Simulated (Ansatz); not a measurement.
# Squeezing and shearing glassy Na2MgSi3O8 (126 atoms), part 3 of 3

Aim: relax glassy Na2MgSi3O8 (126 atoms), then change its volume and shape to read moduli from the stress.

Ansatz 0.2.0; Kohn-Sham DFT, PBE, PAW (set soft_2), plane waves.

The cell: 9 Mg, 18 Na, 72 O and 27 Si. The quench rate of 20 K/ps is many orders above laboratory rates. The starting topology of bonds comes from the classical model. Only the Γ point is sampled.

So far. Step 9 (Volume -10 %): The relaxation converged after 11 steps, 5.58 eV below its start, with a largest force component of 0.024 eV/Å. Step 9 (Volume -10 %): Volume -10 %: the energy stands 2.89 eV above that of the reference, at a pressure of 5.89 GPa.

## Step 10: Stretched by 1 % along x

The relaxed cell is strained along x alone, which gives the stiffness along x and its coupling to y and z.

Contents of input.yaml:

```yaml
crystal:
  lattice:
    - [11.76812, 0.17601, 0.12958]
    - [0.17777, 11.91195, 0.10622]
    - [0.13088, 0.10622, 12.00594]
  atoms:
    [... the 126 atom lines of step 4 ...]
kpoints:
  mp_grid: { grid: [1, 1, 1] }
hamiltonian:
  xc: pbe
scf:
  occupations: { method: fixed }
output:
  forces: true
  eigenvalues: true
  stress: true
relax:
  f_tol: 0.05
  max_steps: 70
```

On the command line:

```console
$ ansatz run input.yaml --threads 4 --pin off --max-ram 8192MiB --backend cpu --events-out ev --progress --plain --runs-dir out
```

Numbers of over 12 decimals in the logs are rounded to 6 here.

Log:

```text
[...]
Crystal: 126 atoms, lattice volume = 1682.302 Å³
Basis set: ecut = 420 eV, 32883 PW (Γ), exchange–correlation on 160×160×162 points (8 copies of the dense FFT grid, shifted against one another)
Bands: 522, of which v1, the nominal top of the filled ones, is band 396 counted from 1 (395 counted from 0)
Symmetry: 1 space group operations
[...]
k-points: 1
[...]
SCF iter   1: F=—  HF=-102229.544548 eV  |F-HF|=—  |Δ(HF+E_count)|=         —  Δρ=1.66e-3  dr2=5.57e-2  ethr=1.77e-3  ⟨swp⟩=5.0  Hψ=1780  notcnv=0  defer=123
[...]
SCF iter   5: F=—  HF=-102229.547529 eV  |F-HF|=—  |Δ(HF+E_count)|=   8.29e-5  Δρ=7.59e-5  dr2=9.08e-5  ethr=4.26e-8  ⟨swp⟩=2.0  Hψ=801  notcnv=0  defer=124
SCF iter   6: F=-102229.547536 eV  HF=-102229.547543 eV  |F-HF|=6.72e-6  |Δ(HF+E_count)|=   1.39e-5  Δρ=3.71e-5  dr2=1.98e-5  ethr=7.89e-9  ⟨swp⟩=16.0  Hψ=3196  notcnv=0
SCF 1 converged in 6 iterations: F = -102229.547536 eV  dr2 = 1.98e-5
[...]
relax step   1: F+E_penalty+E_count = -102229.54753647 eV  Δ(F+E_penalty+E_count) = +0.000e0 eV  max|allowed force component| = 4.017e-1 eV/Å  Δτ_max = 0.0000 Å  (6 SCF iters, dr2 threshold 6.25e-5 eV, accepted)
[...]
relax step   2: F+E_penalty+E_count = -102229.59199114 eV  Δ(F+E_penalty+E_count) = -4.445e-2 eV  max|allowed force component| = 2.345e-1 eV/Å  Δτ_max = 0.0144 Å  (6 SCF iters, dr2 threshold 1.01e-5 eV, accepted)
[...]
relax step   3: F+E_penalty+E_count = -102229.62317105 eV  Δ(F+E_penalty+E_count) = -3.118e-2 eV  max|allowed force component| = 7.894e-2 eV/Å  Δτ_max = 0.0245 Å  (6 SCF iters, dr2 threshold 3.44e-6 eV, accepted)
relax step   4: F+E_penalty+E_count = -102229.58746699 eV  Δ(F+E_penalty+E_count) = +3.570e-2 eV  max|allowed force component| = 2.211e-1 eV/Å  Δτ_max = 0.2000 Å  (10 SCF iters, rejected (line search))
[...]
relax step   5: F+E_penalty+E_count = -102229.63179652 eV  Δ(F+E_penalty+E_count) = -8.625e-3 eV  max|allowed force component| = 3.642e-2 eV/Å  Δτ_max = 0.0551 Å  (9 SCF iters, accepted)
SCF converged after 9 iterations
Free energy (F): -102229.631797 eV
[...]
Internal energy: -102229.631797 eV  (E = F + TS)
E sigma→0 (E₀):  -102229.631797 eV
Fermi energy:    3.812501 eV
[...]
Σ components = -102229.631797   (vs F -102229.631797, Δ=0.00e0)
--- Forces (eV/Å), atoms counted from 1 ---
  atom   1  Mg     0.00609283     0.00350165    -0.00013768
  atom   2  Mg     0.01252865     0.00767089    -0.00676013
  atom   3  Mg    -0.00386419    -0.00295816    -0.00171883
  atom   4  Mg    -0.00115089     0.00525211     0.01196029
[...]
atom 126  Si     0.00219564    -0.00739758     0.00652537
  max |Σ_I F_I| component: 2.01e-4 eV/Å
--- Stress (GPa, compression-positive) ---
       -0.927423       0.013649       0.014091
        0.013648      -0.406727       0.025413
        0.014091       0.025414      -0.302441
  P = ⅓ Tr σ = -0.5455 GPa (-5.455 kbar)
--- Band table (eV) ---
[...]
--- Relaxed structure (5 steps of the walk, 4 accepted, 0 SCFs on fresh bases) ---
  F+E_penalty+E_count = -102229.63179652 eV   max|allowed force component| = 3.642e-2 eV/Å
  atoms:
    - { symbol: Mg, position: [0.926301, 0.192645, 0.213199] }
    - { symbol: Mg, position: [0.099178, 0.324919, 0.917298] }
    - { symbol: Mg, position: [0.861102, 0.104575, 0.019628] }
    - { symbol: Mg, position: [0.047291, 0.442839, 0.439939] }
[...]
- { symbol: Si, position: [0.058654, 0.390827, 0.156616] }
```

Wall time 2.8 min (4 threads of Arm Neoverse V1, shared host); peak memory 2.5 GiB.

The relaxation converged after 5 steps, 0.0843 eV below its start, with a largest force component of 0.036 eV/Å.

Stretched by 1 % along x: the energy stands 0.0465 eV above that of the reference, at a pressure of -0.546 GPa.

## Step 11: Compressed by 1 % along x

The relaxed cell is strained along x alone, which gives the stiffness along x and its coupling to y and z.

input.yaml, the sections that differ from step 10:

```yaml
crystal:
  lattice:
    - [11.53508, 0.17601, 0.12958]
    - [0.17425, 11.91195, 0.10622]
    - [0.12828, 0.10622, 12.00594]
  atoms:
    [... the 126 atom lines of step 4 ...]
# kpoints, hamiltonian, scf, output, relax: as in step 10
```

Log:

```text
[...]
Crystal: 126 atoms, lattice volume = 1648.988 Å³
Basis set: ecut = 420 eV, 32195 PW (Γ), exchange–correlation on 160×160×162 points (8 copies of the dense FFT grid, shifted against one another)
Bands: 522, of which v1, the nominal top of the filled ones, is band 396 counted from 1 (395 counted from 0)
Symmetry: 1 space group operations
[...]
k-points: 1
[...]
SCF iter   1: F=—  HF=-102229.533456 eV  |F-HF|=—  |Δ(HF+E_count)|=         —  Δρ=1.71e-3  dr2=5.99e-2  ethr=1.77e-3  ⟨swp⟩=5.0  Hψ=1780  notcnv=0  defer=123
[...]
SCF iter   5: F=—  HF=-102229.533662 eV  |F-HF|=—  |Δ(HF+E_count)|=   7.95e-5  Δρ=8.08e-5  dr2=9.79e-5  ethr=4.37e-8  ⟨swp⟩=2.0  Hψ=801  notcnv=0  defer=124
SCF iter   6: F=-102229.533667 eV  HF=-102229.533673 eV  |F-HF|=5.43e-6  |Δ(HF+E_count)|=   1.05e-5  Δρ=3.62e-5  dr2=1.87e-5  ethr=7.89e-9  ⟨swp⟩=16.0  Hψ=3122  notcnv=0
SCF 1 converged in 6 iterations: F = -102229.533667 eV  dr2 = 1.87e-5
[...]
relax step   1: F+E_penalty+E_count = -102229.53366749 eV  Δ(F+E_penalty+E_count) = +0.000e0 eV  max|allowed force component| = 4.415e-1 eV/Å  Δτ_max = 0.0000 Å  (6 SCF iters, dr2 threshold 6.25e-5 eV, accepted)
[...]
relax step   2: F+E_penalty+E_count = -102229.57974050 eV  Δ(F+E_penalty+E_count) = -4.607e-2 eV  max|allowed force component| = 2.548e-1 eV/Å  Δτ_max = 0.0154 Å  (5 SCF iters, dr2 threshold 1.22e-5 eV, accepted)
[...]
relax step   3: F+E_penalty+E_count = -102229.61107369 eV  Δ(F+E_penalty+E_count) = -3.133e-2 eV  max|allowed force component| = 7.054e-2 eV/Å  Δτ_max = 0.0224 Å  (6 SCF iters, dr2 threshold 4.06e-6 eV, accepted)
relax step   4: F+E_penalty+E_count = -102229.58743329 eV  Δ(F+E_penalty+E_count) = +2.364e-2 eV  max|allowed force component| = 2.470e-1 eV/Å  Δτ_max = 0.2000 Å  (9 SCF iters, rejected (line search))
relax step   5: F+E_penalty+E_count = -102229.61619560 eV  Δ(F+E_penalty+E_count) = -5.122e-3 eV  max|allowed force component| = 1.146e-1 eV/Å  Δτ_max = 0.1000 Å  (9 SCF iters, accepted)
[...]
relax step   6: F+E_penalty+E_count = -102229.62186537 eV  Δ(F+E_penalty+E_count) = -5.670e-3 eV  max|allowed force component| = 2.480e-2 eV/Å  Δτ_max = 0.0724 Å  (9 SCF iters, accepted)
SCF converged after 9 iterations
Free energy (F): -102229.621865 eV
[...]
Internal energy: -102229.621865 eV  (E = F + TS)
E sigma→0 (E₀):  -102229.621865 eV
Fermi energy:    3.958247 eV
[...]
Σ components = -102229.621865   (vs F -102229.621865, Δ=0.00e0)
--- Forces (eV/Å), atoms counted from 1 ---
  atom   1  Mg     0.00447862     0.00019245    -0.00490578
  atom   2  Mg    -0.00780212    -0.00174338     0.01449843
  atom   3  Mg    -0.00146889    -0.01317664     0.01088437
  atom   4  Mg    -0.00155600     0.00086028    -0.00896825
[...]
atom 126  Si    -0.00047277     0.00324465    -0.00711581
  max |Σ_I F_I| component: 4.38e-5 eV/Å
--- Stress (GPa, compression-positive) ---
        0.985075       0.005618       0.013935
        0.005616       0.353464      -0.030319
        0.013935      -0.030317       0.309131
  P = ⅓ Tr σ = 0.5492 GPa (5.492 kbar)
--- Band table (eV) ---
[...]
--- Relaxed structure (6 steps of the walk, 5 accepted, 0 SCFs on fresh bases) ---
  F+E_penalty+E_count = -102229.62186537 eV   max|allowed force component| = 2.480e-2 eV/Å
  atoms:
    - { symbol: Mg, position: [0.926454, 0.195032, 0.214066] }
    - { symbol: Mg, position: [0.092187, 0.325435, 0.916654] }
    - { symbol: Mg, position: [0.860476, 0.106233, 0.021413] }
    - { symbol: Mg, position: [0.047329, 0.442903, 0.438151] }
[...]
- { symbol: Si, position: [0.056933, 0.392600, 0.155458] }
```

Elapsed: 3.2 min, on 4 threads; peak memory 2.4 GiB; 12 min of CPU time.

The relaxation converged after 6 steps, 0.0882 eV below its start, with a largest force component of 0.025 eV/Å.

Compressed by 1 % along x: the energy stands 0.0565 eV above that of the reference, at a pressure of 0.549 GPa.

## Step 12: Sheared by 2 % in xy

A shear of the relaxed cell gives the modulus that volume changes can't reach.

input.yaml, the sections that differ from step 11:

```yaml
crystal:
  lattice:
    - [11.65336, 0.29253, 0.12958]
    - [0.29513, 11.91371, 0.10622]
    - [0.13064, 0.10752, 12.00594]
  atoms:
    [... the 126 atom lines of step 4 ...]
# kpoints, hamiltonian, scf, output, relax: as in step 11
```

Log:

```text
[...]
Crystal: 126 atoms, lattice volume = 1665.479 Å³
Basis set: ecut = 420 eV, 32527 PW (Γ), exchange–correlation on 160×160×162 points (8 copies of the dense FFT grid, shifted against one another)
Bands: 522, of which v1, the nominal top of the filled ones, is band 396 counted from 1 (395 counted from 0)
Symmetry: 1 space group operations
[...]
k-points: 1
[...]
SCF iter   1: F=—  HF=-102229.467501 eV  |F-HF|=—  |Δ(HF+E_count)|=         —  Δρ=1.70e-3  dr2=5.90e-2  ethr=1.77e-3  ⟨swp⟩=5.0  Hψ=1780  notcnv=0  defer=123
[...]
SCF iter   5: F=—  HF=-102229.469505 eV  |F-HF|=—  |Δ(HF+E_count)|=   8.00e-5  Δρ=7.96e-5  dr2=9.70e-5  ethr=4.40e-8  ⟨swp⟩=2.0  Hψ=801  notcnv=0  defer=124
SCF iter   6: F=-102229.469511 eV  HF=-102229.469517 eV  |F-HF|=5.91e-6  |Δ(HF+E_count)|=   1.19e-5  Δρ=3.66e-5  dr2=1.92e-5  ethr=7.89e-9  ⟨swp⟩=16.0  Hψ=3208  notcnv=0
SCF 1 converged in 6 iterations: F = -102229.469511 eV  dr2 = 1.92e-5
[...]
relax step   1: F+E_penalty+E_count = -102229.46951075 eV  Δ(F+E_penalty+E_count) = +0.000e0 eV  max|allowed force component| = 6.387e-1 eV/Å  Δτ_max = 0.0000 Å  (6 SCF iters, dr2 threshold 6.25e-5 eV, accepted)
[...]
relax step   2: F+E_penalty+E_count = -102229.54909275 eV  Δ(F+E_penalty+E_count) = -7.958e-2 eV  max|allowed force component| = 3.692e-1 eV/Å  Δτ_max = 0.0219 Å  (5 SCF iters, dr2 threshold 2.55e-5 eV, accepted)
[...]
relax step   3: F+E_penalty+E_count = -102229.60087834 eV  Δ(F+E_penalty+E_count) = -5.179e-2 eV  max|allowed force component| = 7.993e-2 eV/Å  Δτ_max = 0.0332 Å  (6 SCF iters, dr2 threshold 8.52e-6 eV, accepted)
relax step   4: F+E_penalty+E_count = -102229.55527163 eV  Δ(F+E_penalty+E_count) = +4.561e-2 eV  max|allowed force component| = 1.932e-1 eV/Å  Δτ_max = 0.2000 Å  (10 SCF iters, rejected (line search))
[...]
relax step   5: F+E_penalty+E_count = -102229.60997770 eV  Δ(F+E_penalty+E_count) = -9.099e-3 eV  max|allowed force component| = 4.849e-2 eV/Å  Δτ_max = 0.0610 Å  (9 SCF iters, accepted)
SCF converged after 9 iterations
Free energy (F): -102229.609978 eV
[...]
Internal energy: -102229.609978 eV  (E = F + TS)
E sigma→0 (E₀):  -102229.609978 eV
Fermi energy:    3.890245 eV
[...]
Σ components = -102229.609978   (vs F -102229.609978, Δ=0.00e0)
--- Forces (eV/Å), atoms counted from 1 ---
  atom   1  Mg     0.02599907     0.01077582    -0.00346831
  atom   2  Mg     0.03032451    -0.02316464     0.01347310
  atom   3  Mg     0.01760971     0.00600029    -0.01263522
  atom   4  Mg    -0.01410760     0.01842883    -0.00326118
[...]
atom 126  Si     0.01216943    -0.01786642     0.03395678
  max |Σ_I F_I| component: 4.57e-5 eV/Å
--- Stress (GPa, compression-positive) ---
        0.010721      -0.609160      -0.039266
       -0.609161      -0.023230       0.007714
       -0.039266       0.007716      -0.008889
  P = ⅓ Tr σ = -0.0071 GPa (-0.071 kbar)
--- Band table (eV) ---
[...]
--- Relaxed structure (5 steps of the walk, 4 accepted, 0 SCFs on fresh bases) ---
  F+E_penalty+E_count = -102229.60997770 eV   max|allowed force component| = 4.849e-2 eV/Å
  atoms:
    - { symbol: Mg, position: [0.922835, 0.193451, 0.213900] }
    - { symbol: Mg, position: [0.094270, 0.326433, 0.916959] }
    - { symbol: Mg, position: [0.860764, 0.104486, 0.020507] }
    - { symbol: Mg, position: [0.046435, 0.443018, 0.437840] }
[...]
- { symbol: Si, position: [0.054552, 0.391539, 0.155152] }
```

It took 2.7 min on 4 threads; peak memory 2.5 GiB; 10 min of CPU time.

The relaxation converged after 5 steps, 0.140 eV below its start, with a largest force component of 0.048 eV/Å.

Sheared by 2 % in xy: the energy stands 0.0683 eV above that of the reference, at a pressure of -0.00713 GPa.

## Step 13: Pressure against volume

Atoms are relaxed at each volume, in the scaled cell.

| volume change (%) | volume (Å³/atom) | energy change (meV/atom) | pressure (GPa) | largest move on relaxing (Å) | bonds | gap (eV) |
| --- | --- | --- | --- | --- | --- | --- |
| -10 | 11.897 | 22.95 | 5.89 | 0.57 | 239 | 3.51 |
| -6 | 12.426 | 7.89 | 3.33 | 0.58 | 235 | 3.45 |
| -3 | 12.823 | 1.87 | 1.55 | 0.52 | 230 | 3.41 |
| +0 | 13.219 | 0.00 | 0.01 | - | 227 | 3.31 |
| +3 | 13.616 | 1.76 | -1.45 | 0.16 | 223 | 3.18 |
| +6 | 14.013 | 6.99 | -2.68 | 0.30 | 222 | 3.06 |

## Step 14: Uniaxial strain and shear

Stress (GPa, compression positive) less that of the relaxed cell, atoms relaxed:

| strain | xx | yy | zz | xy | energy change (meV/atom) |
| --- | --- | --- | --- | --- | --- |
| stretched by 1 % along x | -0.931 | -0.417 | -0.318 | 0.019 | 0.37 |
| compressed by 1 % along x | 0.981 | 0.343 | 0.293 | 0.011 | 0.45 |
| sheared by 2 % in xy | 0.007 | -0.034 | -0.025 | -0.604 | 0.54 |

## Step 15: What came out

The bulk modulus, from the slope of pressure against ln V over the three points nearest the relaxed volume, is 49.9 GPa; a quadratic over all points gives a pressure derivative of about 2.4. The count of bonds runs from 222 to 239 over the series, so at some points contacts cross the cutoffs. At -10 %, -6 % and -3 % some atom moved by over 0.5 Å on relaxing, so those points may sit in another local minimum. The gap goes from 3.51 eV at the smallest volume to 3.06 eV at the largest, -2.8 eV per unit of ln V by a straight line, on the run's k-points. In the Cartesian axes of the cell, finite differences give C11 = 95.6, C12 = 38.0, C13 = 30.6 and C66 = 30.2 GPa (the shear of 2 % is the engineering strain, εxy = 0.01). The mean of C11, C12 and C13, which equals the bulk modulus in a cubic or isotropic solid, is 54.7 GPa: it agrees with the bulk modulus within 10 %. For an isotropic solid C66 would equal (C11 − C12)/2 = 28.8 GPa; so small a sample needn't be isotropic, and C66 rests on one shear. With the bulk modulus and C66 as K and G, Young's modulus would be about 75 GPa and Poisson's ratio 0.25.

Caveats: Strains are finite and relaxations stop at the force tolerance of the input, which can leave moduli too stiff; they are those of a static cell at zero temperature. Volumes are changed with the cell's shape held, so in an anisotropic solid the modulus lies over the one under free hydrostatic load. The program notes that the SCF threshold of the relaxations is loose for the stress.

The DFT runs together took 41 min of wall time.

[Logs are printed without paths, hosts, clocks, repeated set-up lines and the standing remarks that a program may print on its own settings, such as how far it seeks lower states.]

[Hosts, paths, dates, database ids (printed as entryN), source tags and the programs' standing remarks are cut or masked in the printed files.]
